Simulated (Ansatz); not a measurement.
# HfScB2: relaxing a made-up structure

Starting from a made-up structure for HfScB2, the aim is the relaxed cell, its shortest contacts and, where a second run follows, its electronic structure.

Main program and level: Ansatz 0.2.0; DFT, PBE, plane-wave PAW, files of the set soft_1, scalar-relativistic, no spin, cell and ions relaxed at zero pressure; PAW set soft_1.

### Step 1. The structure

Symmetry: R-3m, No. 166, trigonal system. Conventional cell: a = 3.182 Å, b = 3.182 Å, c = 15.563 Å, α = 90.00°, β = 90.00°, γ = 120.00°. Hf has 6 B at 2.33 Å nearest. Sc has 6 B at 2.18 Å nearest. Nearest to B lie 3 Sc at 2.18 Å and 3 Hf at 2.33 Å. Farther neighbours are not listed.

### Step 2. Relaxation of the guess

The guessed cell has no reason to be at equilibrium. It is relaxed with the atoms, within the space group of the guess.

Input file input.yaml:

```yaml
crystal:
  lattice:
    - [1.591, 0.918564278, 5.187666667]
    - [-1.591, 0.918564278, 5.187666667]
    - [0.0, -1.837128557, 5.187666667]
  atoms:
    - { symbol: Hf, position: [0.0, 0.0, 0.0] }
    - { symbol: Sc, position: [0.5, 0.5, 0.5] }
    - { symbol: B, position: [0.7584, 0.7584, 0.7584] }
    - { symbol: B, position: [0.2416, 0.2416, 0.2416] }
kpoints:
  mp_grid: { grid: [10, 10, 10] }
scf:
  occupations: { method: fermi_dirac, width: 0.05 }
hamiltonian:
  xc: pbe
  pseudopotentials: { kind: paw, azcp: { folder: soft_1 } }
relax:
  f_tol: 0.015
  max_steps: 70
  cell: {}
output:
  forces: true
  stress: true
```

Command:

```bash
> ansatz run input.yaml --threads 4 --pin off --max-ram 8192MiB --backend cpu --events-out ev --progress --plain --runs-dir out
```

Numbers of over 12 decimals in the logs are rounded to 6 here.

Log:

```text
basis.fft_grid_basis auto: the FFT boxes are laid along the combinations [[1, 0, -1], [0, 1, -1], [0, 0, 1]] of the cell's own vectors, 3.182, 3.182 and 5.503 Å long. The dense box has 24×24×40 points. Along the cell's own vectors, as sized, it would have 40×40×40, 2.78 times as many. Of the 12 symmetry operations that the crystal satisfies within crystal.symmetry.tolerance (time reversal apart; of a slab, those that [...]
Engine: ansatz 0.2.0, aarch64-unknown-linux-gnu
Pseudopotentials: kind: paw
Pseudopotential: Hf, paw, valence charge 26, recommended cutoff 420 eV (normal), soft_1/Hf.paw.azcp
Pseudopotential: Sc, paw, valence charge 11, recommended cutoff 420 eV (normal), soft_1/Sc.paw.azcp
Pseudopotential: B, paw, valence charge 3, recommended cutoff 420 eV (normal), soft_1/B.paw.azcp
Functional definition: PBE
  parameter kappa = 0.804
  parameter beta = 0.066725
  exchange = pbe_x(kappa = kappa, mu = beta*pi^2/3)
  correlation = pbe_c(beta = beta)
Crystal: 4 atoms, lattice volume = 45.489 Å³
Basis set: ecut = 420 eV, 893 PW (Γ), FFT grids on a1−a3, a2−a3, a3, exchange–correlation on 48×48×80 points (8 copies of the dense FFT grid, shifted against one another)
Bands: 26, of which v1, the nominal top of the filled ones, is band 22 counted from 1 (21 counted from 0)
Symmetry: 12 space group operations
Space group: R-3m (ITA 166), of the structure as read, at distance tolerance 3.6e-5 Å
k-points: 116 of 1000
Non-local potential: Hf, projectors of the file, l = 0: 3, l = 1: 2, l = 2: 2, l = 3: 3
Non-local potential: Sc, projectors of the file, l = 0: 3, l = 1: 2, l = 2: 3, l = 3: 1
Non-local potential: B, projectors of the file, l = 0: 2, l = 1: 2, l = 2: 1
PAW form: soft (Blöchl's): semilocal exchange-correlation on the pseudo side does not see the compensation charge
PAW one-centre angular grid: Hf, 590 points (default); XC on 64 Gauss nodes
PAW one-centre angular grid: Sc, 590 points (default); XC on 64 Gauss nodes
PAW one-centre angular grid: B, 110 points (default); XC on 64 Gauss nodes
Initial density: superposition of atomic densities (chi_scale 0.1, normalization cell, long waves kept (reshape's long-wave potential 0.01 eV rms))
Initial wavefunctions: pseudopotential atomic-orbital guess
Functional: x = pbe(κ = 0.804, μ = 0.219515), c = pbe(β = 0.066725)
SCF iter   1: F=—  HF=-18169.316164 eV  |F-HF|=—  |Δ(HF+E_count)|=         —  Δρ=7.14e-2  dr2=4.26e0  ethr=3.10e-3  ⟨swp⟩=4.8  Hψ=10541  notcnv=0
preconditioner: auto → Kerker (q_TF=auto, 2.703 Å⁻¹)  [metal: Δε(μ)=0.004 eV  Ē_g=15.189 eV  σ=0.050 eV  W_gap=0.02  n_scr=16 (ndim 8)  ℏωp=34.4 eV  f_vac=0.000  D(μ)=3.63/eV (n_scr^D=36)]
SCF iter   2: F=—  HF=-18168.564220 eV  |F-HF|=—  |Δ(HF+E_count)|=   7.52e-1  Δρ=3.88e-2  dr2=1.33e0  ethr=3.10e-3  ⟨swp⟩=2.6  Hψ=5706  notcnv=0  defer=13
SCF iter   3: F=—  HF=-18168.326176 eV  |F-HF|=—  |Δ(HF+E_count)|=   2.38e-1  Δρ=1.18e-2  dr2=9.59e-2  ethr=3.09e-3  ⟨swp⟩=2.0  Hψ=6022  notcnv=0  defer=12
SCF iter   4: F=—  HF=-18168.223844 eV  |F-HF|=—  |Δ(HF+E_count)|=   1.02e-1  Δρ=4.64e-3  dr2=7.01e-3  ethr=2.23e-4  ⟨swp⟩=2.6  Hψ=6145  notcnv=0  defer=12
SCF iter   5: F=—  HF=-18168.226819 eV  |F-HF|=—  |Δ(HF+E_count)|=   2.97e-3  Δρ=8.62e-4  dr2=3.73e-4  ethr=1.63e-5  ⟨swp⟩=2.0  Hψ=6162  notcnv=0  defer=12
SCF iter   6: F=—  HF=-18168.226574 eV  |F-HF|=—  |Δ(HF+E_count)|=   2.45e-4  Δρ=2.15e-4  dr2=2.18e-5  ethr=8.67e-7  ⟨swp⟩=2.2  Hψ=5518  notcnv=0  defer=12
SCF iter   7: F=—  HF=-18168.226576 eV  |F-HF|=—  |Δ(HF+E_count)|=   1.70e-6  Δρ=9.14e-5  dr2=4.55e-6  ethr=5.07e-8  ⟨swp⟩=2.1  Hψ=5406  notcnv=0  defer=12
SCF iter   8: F=—  HF=-18168.226575 eV  |F-HF|=—  |Δ(HF+E_count)|=   9.14e-7  Δρ=2.97e-5  dr2=4.39e-7  ethr=1.06e-8  ⟨swp⟩=2.8  Hψ=5420  notcnv=0  defer=12
SCF iter   9: F=-18168.226575 eV  HF=-18168.226575 eV  |F-HF|=6.64e-9  |Δ(HF+E_count)|=   1.54e-7  Δρ=4.97e-6  dr2=1.15e-8  ethr=2.33e-10  ⟨swp⟩=4.6  Hψ=11482  notcnv=0
SCF 1 converged in 9 iterations: F = -18168.226575 eV  dr2 = 1.15e-8
  greatest PAW one-centre occupation: 0.998 electrons in one spin orbital (limit 2), on the Hf atom at site 0 (counted from 0), in its partial waves of l = 0
relax step   1: F+E_penalty+E_count = -18168.22657481 eV  Δ(F+E_penalty+E_count) = +0.000e0 eV  max|allowed force component| = 1.880e0 eV/Å  Δτ_max = 0.0000 Å  P = +50.456 GPa  Ω = 45.489 Å³  (9 SCF iters, dr2 threshold 1.00e-7 eV, accepted)
Crystal: 4 atoms, lattice volume = 52.235 Å³
Basis set: ecut = 420 eV, 1033 PW (Γ), FFT grids on a1−a3, a2−a3, a3, exchange–correlation on 48×48×80 points (8 copies of the dense FFT grid, shifted against one another)
Initial density: handed on by an earlier stage of this run
Initial wavefunctions: those handed on with the density
iter 1 solved again at ethr=9.61e-4 eV; its pass at ethr=3.10e-3 eV (dr2=4.13e-1 eV) is discarded
SCF iter   1: F=—  HF=-18169.800121 eV  |F-HF|=—  |Δ(HF+E_count)|=         —  Δρ=1.55e-2  dr2=4.18e-1  ethr=9.61e-4  ⟨swp⟩=1.3  Hψ=18402  notcnv=0
preconditioner: auto → Kerker (q_TF=auto, 2.641 Å⁻¹)  [metal: Δε(μ)=0.008 eV  Ē_g=16.327 eV  σ=0.050 eV  W_gap=0.04  n_scr=16 (ndim 8)  ℏωp=32.1 eV  f_vac=0.000  D(μ)=3.33/eV (n_scr^D=28)]
SCF iter   2: F=—  HF=-18169.747952 eV  |F-HF|=—  |Δ(HF+E_count)|=   5.22e-2  Δρ=8.22e-3  dr2=1.28e-1  ethr=9.61e-4  ⟨swp⟩=2.3  Hψ=5209  notcnv=0
SCF iter   3: F=—  HF=-18169.731226 eV  |F-HF|=—  |Δ(HF+E_count)|=   1.67e-2  Δρ=3.30e-3  dr2=1.75e-2  ethr=2.99e-4  ⟨swp⟩=2.2  Hψ=5162  notcnv=0
SCF iter   4: F=—  HF=-18169.722890 eV  |F-HF|=—  |Δ(HF+E_count)|=   8.34e-3  Δρ=9.09e-4  dr2=5.66e-4  ethr=4.08e-5  ⟨swp⟩=2.2  Hψ=5548  notcnv=0
SCF iter   5: F=—  HF=-18169.723165 eV  |F-HF|=—  |Δ(HF+E_count)|=   2.75e-4  Δρ=8.13e-4  dr2=2.42e-4  ethr=1.32e-6  ⟨swp⟩=3.0  Hψ=6666  notcnv=0
SCF iter   6: F=—  HF=-18169.722751 eV  |F-HF|=—  |Δ(HF+E_count)|=   4.13e-4  Δρ=1.15e-4  dr2=9.04e-6  ethr=5.64e-7  ⟨swp⟩=3.0  Hψ=6436  notcnv=0
SCF iter   7: F=—  HF=-18169.722730 eV  |F-HF|=—  |Δ(HF+E_count)|=   2.16e-5  Δρ=6.84e-5  dr2=2.37e-6  ethr=2.10e-8  ⟨swp⟩=3.0  Hψ=6471  notcnv=0
SCF iter   8: F=—  HF=-18169.722719 eV  |F-HF|=—  |Δ(HF+E_count)|=   1.13e-5  Δρ=9.38e-6  dr2=5.64e-8  ethr=9.30e-10  ⟨swp⟩=4.0  Hψ=15959  notcnv=0
SCF iter   9: F=-18169.722718 eV  HF=-18169.722718 eV  |F-HF|=1.67e-9  |Δ(HF+E_count)|=   1.35e-7  Δρ=3.20e-6  dr2=4.39e-9  ethr=1.31e-10  ⟨swp⟩=4.8  Hψ=11050  notcnv=0
SCF 2 converged in 9 iterations: F = -18169.722718 eV  dr2 = 4.39e-9
[...]
SCF iter   2: F=—  HF=-18170.241403 eV  |F-HF|=—  |Δ(HF+E_count)|=   7.34e-2  Δρ=8.74e-3  dr2=2.35e-1  ethr=1.71e-3  ⟨swp⟩=2.9  Hψ=4696  notcnv=0  defer=1
SCF iter   3: F=—  HF=-18170.222210 eV  |F-HF|=—  |Δ(HF+E_count)|=   1.92e-2  Δρ=4.38e-3  dr2=3.29e-2  ethr=5.46e-4  ⟨swp⟩=2.3  Hψ=5150  notcnv=0  defer=1
SCF iter   4: F=—  HF=-18170.202355 eV  |F-HF|=—  |Δ(HF+E_count)|=   1.99e-2  Δρ=1.60e-3  dr2=1.25e-3  ethr=7.65e-5  ⟨swp⟩=2.1  Hψ=5261  notcnv=0  defer=2
SCF iter   5: F=—  HF=-18170.202498 eV  |F-HF|=—  |Δ(HF+E_count)|=   1.42e-4  Δρ=1.53e-3  dr2=1.13e-3  ethr=2.91e-6  ⟨swp⟩=3.0  Hψ=7395  notcnv=0  defer=2
SCF iter   6: F=—  HF=-18170.201170 eV  |F-HF|=—  |Δ(HF+E_count)|=   1.33e-3  Δρ=2.16e-4  dr2=3.49e-5  ethr=2.64e-6  ⟨swp⟩=2.4  Hψ=5930  notcnv=0  defer=2
SCF iter   7: F=—  HF=-18170.201125 eV  |F-HF|=—  |Δ(HF+E_count)|=   4.52e-5  Δρ=8.32e-5  dr2=7.71e-6  ethr=8.12e-8  ⟨swp⟩=2.0  Hψ=5063  notcnv=0  defer=2
SCF iter   8: F=—  HF=-18170.201120 eV  |F-HF|=—  |Δ(HF+E_count)|=   4.49e-6  Δρ=2.21e-5  dr2=6.70e-7  ethr=1.79e-8  ⟨swp⟩=2.0  Hψ=4959  notcnv=0  defer=2
SCF iter   9: F=-18170.201118 eV  HF=-18170.201118 eV  |F-HF|=9.91e-8  |Δ(HF+E_count)|=   1.88e-6  Δρ=5.99e-6  dr2=2.00e-8  ethr=9.30e-10  ⟨swp⟩=5.0  Hψ=12207  notcnv=0
SCF 3 converged in 9 iterations: F = -18170.201118 eV  dr2 = 2.00e-8
relax step   3: F+E_penalty+E_count = -18170.20111826 eV  Δ(F+E_penalty+E_count) = -4.784e-1 eV  max|allowed force component| = 8.030e-1 eV/Å  Δτ_max = 0.0927 Å  P = +2.749 GPa  Ω = 56.743 Å³  energy of the carried Pulay correction = -6.093e-3 eV  (9 SCF iters, dr2 threshold 4.00e-7 eV, accepted)
[... from here on, the SCF cycles and remarks between the steps are left out ...]
relax step   4: F+E_penalty+E_count = -18170.29382677 eV  Δ(F+E_penalty+E_count) = -9.271e-2 eV  max|allowed force component| = 2.677e-1 eV/Å  Δτ_max = 0.0717 Å  P = -0.866 GPa  Ω = 58.467 Å³  energy of the carried Pulay correction = -6.911e-3 eV  (10 SCF iters, dr2 threshold 4.00e-7 eV, accepted)
relax step   5: F+E_penalty+E_count = -18170.30314931 eV  Δ(F+E_penalty+E_count) = -9.323e-3 eV  max|allowed force component| = 1.329e-2 eV/Å  Δτ_max = 0.0321 Å  P = -0.336 GPa  Ω = 58.372 Å³  energy of the carried Pulay correction = -6.867e-3 eV  (7 SCF iters, dr2 threshold 4.00e-7 eV, accepted)
relax step   6: F+E_penalty+E_count = -18170.30563049 eV  Δ(F+E_penalty+E_count) = -2.481e-3 eV  max|allowed force component| = 1.483e-2 eV/Å  Δτ_max = 0.0034 Å  P = -0.308 GPa  Ω = 58.356 Å³  energy of the carried Pulay correction = -6.859e-3 eV  (5 SCF iters, dr2 threshold 4.00e-7 eV, accepted)
relax step   7: F+E_penalty+E_count = -18170.30585853 eV  Δ(F+E_penalty+E_count) = -2.280e-4 eV  max|allowed force component| = 7.909e-3 eV/Å  Δτ_max = 0.0017 Å  P = +0.178 GPa  Ω = 58.163 Å³  energy of the carried Pulay correction = -6.769e-3 eV  (5 SCF iters, dr2 threshold 3.34e-7 eV, accepted)
relax step   8: F+E_penalty+E_count = -18170.30586909 eV  Δ(F+E_penalty+E_count) = -1.056e-5 eV  max|allowed force component| = 1.113e-3 eV/Å  Δτ_max = 0.0005 Å  P = -0.009 GPa  Ω = 58.238 Å³  energy of the carried Pulay correction = -6.804e-3 eV  (4 SCF iters, dr2 threshold 9.00e-8 eV, accepted)
relax step   9: F+E_penalty+E_count = -18170.32399457 eV  Δ(F+E_penalty+E_count) = -1.813e-2 eV  max|allowed force component| = 4.180e-3 eV/Å  Δτ_max = 0.0000 Å  P = +0.328 GPa  Ω = 58.238 Å³  stress off target by 3.73e-1 GPa  SCF on the basis re-selected at this cell (its energy is not comparable with the rows above)  (8 SCF iters)
relax step  10: F+E_penalty+E_count = -18170.32412622 eV  Δ(F+E_penalty+E_count) = -1.316e-4 eV  max|allowed force component| = 7.266e-4 eV/Å  Δτ_max = 0.0010 Å  P = +0.014 GPa  Ω = 58.378 Å³  energy of the carried Pulay correction = -5.499e-5 eV  (4 SCF iters, dr2 threshold 3.48e-7 eV, accepted)
iter 1 solved again at ethr=1.05e-8 eV; its pass at ethr=3.10e-3 eV (dr2=4.52e-6 eV) is discarded
SCF iter   1: F=—  HF=-18170.324195 eV  |F-HF|=—  |Δ(HF+E_count)|=         —  Δρ=6.93e-5  dr2=2.59e-7  ethr=1.05e-8  ⟨swp⟩=3.2  Hψ=19634  notcnv=0
preconditioner: auto → Kerker (q_TF=auto, 2.593 Å⁻¹)  [metal: Δε(μ)=0.012 eV  Ē_g=15.843 eV  σ=0.050 eV  W_gap=0.06  n_scr=22 (ndim 8)  ℏωp=30.4 eV  f_vac=0.000  D(μ)=2.97/eV (n_scr^D=28)]
SCF iter   2: F=—  HF=-18170.324182 eV  |F-HF|=—  |Δ(HF+E_count)|=   1.29e-5  Δρ=3.59e-5  dr2=1.02e-7  ethr=6.01e-10  ⟨swp⟩=1.5  Hψ=3776  notcnv=0
SCF iter   3: F=—  HF=-18170.324185 eV  |F-HF|=—  |Δ(HF+E_count)|=   2.63e-6  Δρ=4.62e-6  dr2=1.07e-8  ethr=2.37e-10  ⟨swp⟩=2.3  Hψ=4853  notcnv=0
SCF iter   4: F=—  HF=-18170.324185 eV  |F-HF|=—  |Δ(HF+E_count)|=   5.71e-8  Δρ=5.13e-6  dr2=2.75e-9  ethr=2.48e-11  ⟨swp⟩=2.2  Hψ=5516  notcnv=0
SCF iter   5: F=—  HF=-18170.324185 eV  |F-HF|=—  |Δ(HF+E_count)|=   5.34e-8  Δρ=5.16e-7  dr2=1.07e-10  ethr=6.40e-12  ⟨swp⟩=2.0  Hψ=5490  notcnv=0
SCF iter   6: F=-18170.324185 eV  HF=-18170.324185 eV  |F-HF|=7.28e-12  |Δ(HF+E_count)|=  1.31e-10  Δρ=1.08e-7  dr2=9.16e-12  ethr=1.00e-12  ⟨swp⟩=4.4  Hψ=10941  notcnv=0
SCF 11 converged in 6 iterations: F = -18170.324185 eV  dr2 = 9.16e-12
relax step  11: F+E_penalty+E_count = -18170.32418465 eV  Δ(F+E_penalty+E_count) = -5.844e-5 eV  max|allowed force component| = 7.255e-4 eV/Å  Δτ_max = 0.0000 Å  P = +0.014 GPa  Ω = 58.378 Å³  stress off target by 1.49e-2 GPa  SCF on the basis re-selected at this cell (its energy is not comparable with the rows above)  (6 SCF iters)
basis re-selected at this cell: Δ(F+E_penalty+E_count) = -5.844e-5 eV, ΔP = -0.000 GPa vs the last step (what re-selecting the basis moved, of the pressure what is left beyond the Pulay correction that the steps carried, after the strain that the cell walked since its last selection, with what the two solves' SCF thresholds leave and, on support functions, any second-order correction that the steps lacked; it is no m [...]
SCF converged after 6 iterations
Free energy (F): -18170.324185 eV
Harris-Foulkes:  -18170.324185 eV  (|F-HF|=7.28e-12)
Internal energy: -18170.299191 eV  (E = F + TS)
E sigma→0 (E₀):  -18170.311688 eV
Entropy (-TS):   -0.024993 eV (-6.248 meV/atom)
Fermi energy:    12.135917 eV
--- Per-component energies (eV) ---
  E_band       = -214.168938
  E_kinetic    = 705.856844
  E_local      = -8456.842513  (includes V_loc(G=0)·N_el)
  E_nonlocal   = 219.977863
  E_hartree    = 3994.105780
  E_xc         = -416.094962
  E_vxc        = -435.102147  (∫ρ·V_xc dr)
  E_paw        = -8843.636744  (= ΣΔE_a)
  E_vpaw       = -236.270624  (= ΣTr[D̂ρ^β])
  E_aug_tail   = 0.000127  (compensation charges beyond the density's cutoff)
  E_ewald      = -5373.665588
  E_smearing   = -0.024993  (= −TS)
  E_closure    = 0.000000  (closes the sum)
  Σ components = -18170.324185   (vs F -18170.324185, Δ=0.00e0)
--- Forces (eV/Å), atoms counted from 1 ---
  atom   1  Hf    -0.00000000    -0.00000000     0.00000000
  atom   2  Sc     0.00000000     0.00000000    -0.00000000
  atom   3  B     -0.00000000     0.00000000    -0.00072547
  atom   4  B      0.00000000    -0.00000000     0.00072547
  max |Σ_I F_I| component: 2.96e-31 eV/Å
--- Stress (GPa, compression-positive) ---
        0.014948      -0.000000      -0.000000
       -0.000000       0.014948       0.000000
       -0.000000       0.000000       0.012215
  P = ⅓ Tr σ = 0.0140 GPa (0.140 kbar)
--- Relaxed structure (9 steps of the walk, 9 accepted, 2 SCFs on fresh bases) ---
  F+E_penalty+E_count = -18170.32418465 eV   max|allowed force component| = 7.255e-4 eV/Å   (the final SCF, on the basis selected at the relaxed cell)
  cell:  # Å, volume = 58.3784 Å³
    - [1.746235, 1.008189, 5.526577]
    - [-1.746235, 1.008189, 5.526577]
    - [0, -2.016379, 5.526577]
  atoms:
    - { symbol: Hf, position: [-3.2046070770543836e-19, -3.204607077054385e-19, -3.204607075306233e-19] }
    - { symbol: Sc, position: [0.5, 0.5, 0.500000] }
    - { symbol: B, position: [0.742991, 0.742991, 0.742991] }
    - { symbol: B, position: [0.257009, 0.257009, 0.257009] }
```

It took 18 s on 4 threads of Arm Neoverse V2, shared host; peak memory 0.48 GiB.

Step by step:

```csv
step,energy less that of the first step (eV),largest force component (eV/Å),pressure (GPa),volume (Å³)
1,0.0000,1.8799,50.46,45.49
2,-1.4961,1.5037,16.41,52.24
3,-1.9745,0.8030,2.75,56.74
4,-2.0673,0.2677,-0.87,58.47
5,-2.0766,0.0133,-0.34,58.37
6,-2.0791,0.0148,-0.31,58.36
7,-2.0793,0.0079,0.18,58.16
8,-2.0793,0.0011,-0.01,58.24
9*,-2.0974,0.0042,0.33,58.24
10,-2.0976,0.0007,0.01,58.38
11*,-2.0976,0.0007,0.01,58.38
```

Relaxation steps marked * repeat the geometry before them on a plane-wave basis chosen anew for their cell, so energy and pressure can jump there.

Forces are held to the 12 operations that the run works with; a distortion that breaks them can't arise in this run.

```csv
"conventional cell, symmetrised",before,after,change
a (Å),3.182,3.492,+9.8 %
b (Å),3.182,3.492,+9.8 %
c (Å),15.563,16.580,+6.5 %
volume (Å³/atom),11.37,14.59,+28.3 %
```

The atoms that moved most (Å, as changes of fractional coordinates times the final cell):

```csv
atom,dx,dy,dz,length
B3,0.000,0.000,-0.255,0.255
B4,0.000,0.000,0.255,0.255
```

Final coordinates:

```cif
data_structure
_symmetry_space_group_name_H-M 'P 1'
_symmetry_Int_Tables_number 1
_cell_length_a 5.8829
_cell_length_b 5.8829
_cell_length_c 5.8829
_cell_angle_alpha 34.535
_cell_angle_beta 34.535
_cell_angle_gamma 34.535
_cell_volume 58.38
loop_
_atom_site_label
_atom_site_type_symbol
_atom_site_fract_x
_atom_site_fract_y
_atom_site_fract_z
_atom_site_occupancy
Hf1 Hf 0.00000 0.00000 0.00000 1
Sc2 Sc 0.50000 0.50000 0.50000 1
B3 B 0.74299 0.74299 0.74299 1
B4 B 0.25701 0.25701 0.25701 1
```

This step gave:

* free energy: -18170.3242 eV
* energy at zero smearing: -18170.3117 eV
* smearing term TS: 0.02499 eV
* Fermi energy: 12.14 eV
* electrons: 43
* symmetry operations: 12
* pressure: 0.01404 GPa

Shortest distances by pair of elements, guess and relaxed (not always the same contact):

```csv
pair,guess (Å),relaxed (Å)
B–Hf,2.327,2.381
B–Sc,2.176,2.512
B–B,2.969,3.236
Hf–Sc,3.179,3.421
Hf–Hf,3.182,3.492
```

The relaxation ends with a largest force component of 7.2e-4 eV/Å and a pressure of 0.01 GPa.

### Step 3. Results

```yaml
space_group_relaxed: R-3m
conventional_cell: a = 3.492, b = 3.492, c = 16.580 Å; α = 90.0°, β = 90.0°, γ = 120.0°
volume_per_atom: 14.59 Å³ (guess 11.37)
```

HfScB2 relaxes to R-3m with a = 3.492, b = 3.492 and c = 16.580 Å. The guessed volume was 22 % too small. The space group R-3m was held in the relaxation, so the end point is a stationary structure within it and may be a saddle against distortions or other arrangements. Mesh and cutoff weren't tested. Spin-orbit coupling is left out, which can matter for elements this heavy. No dispersion term is used, so weakly bound directions may come out too long. Nothing here tests whether the compound is stable against decomposition.

[Logs are printed without paths, hosts, clocks, repeated set-up lines and the standing remarks that a program may print on its own settings, such as how far it seeks lower states.]

[Hosts, paths, dates, database ids (printed as entryN), source tags and the programs' standing remarks are cut or masked in the printed files.]
